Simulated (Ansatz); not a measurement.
# A convergence test on MoS2 (P6_3/mmc): k mesh of the density

How far can the k mesh of the density be lowered for the gap of MoS2 (P6_3/mmc)?

Method: DFT, PBE, plane waves, PAW, in Ansatz 0.2.0.

Most raw output is cut from this account.

The database entry behind the starting cell differs from later determinations by our own check (about 0.3 % long), so it need not match the best structure at ambient conditions.

**1. The starting structure**

Symmetry: P6_3/mmc, No. 194, hexagonal system. Conventional cell: a = 3.169 Å, b = 3.169 Å, c = 12.324 Å, α = 90.00°, β = 90.00°, γ = 120.00°. Nearest to Mo lie 6 S at 2.41 Å. Nearest to S lie 3 Mo at 2.41 Å. Farther neighbours and most contacts between anions are not listed.

The cell and positions come from the Crystallography Open Database and are kept as given unless a step says otherwise. The default PAW set here is soft_2. Its files were made with PBE.

**2. k mesh of the density: 3×3×1**

input.yaml reads:

```yaml
crystal:
  lattice:
    - [3.169, 0.0, 0.0]
    - [-1.5845, 2.7444345046, 0.0]
    - [0.0, 0.0, 12.324]
  atoms:
    - { symbol: Mo, position: [0.3333333333, 0.6666666667, 0.25] }
    - { symbol: Mo, position: [0.6666666667, 0.3333333333, 0.75] }
    - { symbol: S, position: [0.3333333333, 0.6666666667, 0.623] }
    - { symbol: S, position: [0.6666666667, 0.3333333333, 0.123] }
    - { symbol: S, position: [0.3333333333, 0.6666666667, 0.877] }
    - { symbol: S, position: [0.6666666667, 0.3333333333, 0.377] }
kpoints:
  mp_grid: { grid: [3, 3, 1] }
  band_path:
    path:
      - [0.0, 0.0, 0.0]
      - [0.5, 0.0, 0.0]
      - [0.33333333, 0.33333333, 0.0]
      - [0.0, 0.0, 0.5]
      - [0.5, 0.0, 0.5]
      - [0.33333333, 0.33333333, 0.5]
      - [0.1666666667, 0.1666666667, 0.0]
    npoints: 1
hamiltonian:
  xc: pbe
scf:
  occupations: { method: fixed }
  n_extra_bands: 6
output:
  eigenvalues: true
```

On the command line:

```sh
ansatz run input.yaml --threads 3 --pin off --max-ram 92160MiB --backend cuda --events-out ev --progress --plain --runs-dir out --devices 1 --max-vram 13GiB  # rebuilt from the run's record
```

The job ended after 3.7 s (1 × NVIDIA H100 80GB HBM3 (shared by 6 runs) with 3 threads of AMD EPYC 7R13 (Zen 3), shared host; peak memory 0.92 GiB; 3 s of CPU time).

Numbers from this step:

- gap: 0.9129 eV
- valence top at: Γ
- conduction bottom at: k = (0.167, 0.167, 0.000)
- least direct gap: 1.626 eV

The gap is indirect, with the least direct gap 0.71 eV higher.

**3. k mesh of the density: 6×6×2**

Edit input.yaml of step 2 so:

```diff
@@ -13,3 +13,3 @@
 kpoints:
-  mp_grid: { grid: [3, 3, 1] }
+  mp_grid: { grid: [6, 6, 2] }
   band_path:
```

Wall time 2.9 s (1 × NVIDIA H100 80GB HBM3 (shared by 6 runs) with 3 threads); peak memory 0.92 GiB.

This step gave:

```
gap                  : 0.8857 eV
valence top at       : Γ
conduction bottom at : k = (0.167, 0.167, 0.000)
least direct gap     : 1.652 eV
```

The gap is 0.886 eV, −0.027 eV from the run before at this level.

**4. k mesh of the density: 12×12×2 (the default)**

input.yaml, the sections that differ from step 3:

```yaml
kpoints:
  mp_grid: { grid: [12, 12, 2] }
  band_path:
    path:
      - [[0.0, 0.0, 0.0], [0.5, 0.0, 0.0], [0.33333333, 0.33333333, 0.0], [0.0, 0.0, 0.0], [0.0, 0.0, 0.5], [0.5, 0.0, 0.5], [0.33333333, 0.33333333, 0.5], [0.0, 0.0, 0.5]]
      - [[0.5, 0.0, 0.5], [0.5, 0.0, 0.0]]
      - [[0.33333333, 0.33333333, 0.5], [0.33333333, 0.33333333, 0.0]]
    npoints: 10
scf:
  occupations: { method: fermi_dirac, width: 0.02 }
  n_extra_bands: 6
output:
  eigenvalues: true
  write_density: true
  write_potential: true
  elf: true
  volumetric_format: npy
# crystal, hamiltonian: as in step 3
```

Elapsed: 4.6 s, on 1 × NVIDIA H100 80GB HBM3 (shared by 6 runs) with 3 threads; peak memory 0.95 GiB; 6.8 s of CPU time.

This step gave:

```
gap                  : 0.8845 eV
valence top at       : Γ
conduction bottom at : k = (0.167, 0.167, 0.000)
least direct gap     : 1.654 eV
```

The gap is 0.884 eV, −0.001 eV from the run before at this level.

**5. k mesh of the density: 12×12×4**

input.yaml, the sections that differ from step 4:

```yaml
kpoints:
  mp_grid: { grid: [12, 12, 4] }
  band_path:
    path:
      - [0.0, 0.0, 0.0]
      - [0.5, 0.0, 0.0]
      - [0.33333333, 0.33333333, 0.0]
      - [0.0, 0.0, 0.5]
      - [0.5, 0.0, 0.5]
      - [0.33333333, 0.33333333, 0.5]
      - [0.1666666667, 0.1666666667, 0.0]
    npoints: 1
scf:
  occupations: { method: fixed }
  n_extra_bands: 6
output:
  eigenvalues: true
# crystal, hamiltonian: as in step 4
```

It took 3.2 s on 1 × NVIDIA H100 80GB HBM3 (shared by 6 runs) with 3 threads; peak memory 0.94 GiB; 4.3 s of CPU time.

Numbers from this step:

* gap: 0.8845 eV
* valence top at: Γ
* conduction bottom at: k = (0.167, 0.167, 0.000)
* least direct gap: 1.654 eV

The gap is 0.884 eV, as in the run before at this level.

**6. The series**

Differences are against the last row; a negative gap means that bands overlap, and a run with a band path holds that path's time. Times are wall times on 1 × NVIDIA H100 80GB HBM3 (shared by 6 runs) with 3 threads of AMD EPYC 7R13 (Zen 3), shared host, good to a factor of about two.

| k mesh of the density | gap (eV) | direct gap (eV) | gap error (eV) | energy error (meV/atom) | irreducible k | time |
| --- | --- | --- | --- | --- | --- | --- |
| 3×3×1 | 0.913 | 1.626 | +0.028 | +2.7 | 3 | 3.7 s |
| 6×6×2 | 0.886 | 1.652 | +0.001 | +0.1 | 14 | 2.9 s |
| 12×12×2 | 0.884 | 1.654 | +0.000 | +0.0 | 38 | 4.6 s |
| 12×12×4 | 0.884 | 1.654 | +0.000 | +0.0 | 57 | 3.2 s |

**7. Outcome**

* 3×3×1: 0.913 eV
* 6×6×2: 0.886 eV
* 12×12×2: 0.884 eV
* 12×12×4: 0.884 eV

In words: The gap holds to 0.02 eV from 6×6×2 on. At 3×3×1 the gap is off by +0.028 eV and the energy by +3 meV/atom. The gap is read over the mesh and added points near the edges, so meshes differ mainly through the density and, for a hybrid, the exchange operator.

[Paths, hosts, dates, memory and timing lines, banners, echoed tables and standing remarks are left out of the program output.]

[Logs are printed without paths, hosts, clocks, repeated set-up lines and the standing remarks that a program may print on its own settings, such as how far it seeks lower states.]

[Runs of the session that timed out or met a known fault of the program may be left out.]

[Cells called generated may have been cut or substituted from an entry of the Crystallography Open Database or the Materials Project.]

[Hosts, paths, dates, database ids (printed as entryN), source tags and the programs' standing remarks are cut or masked in the printed files.]
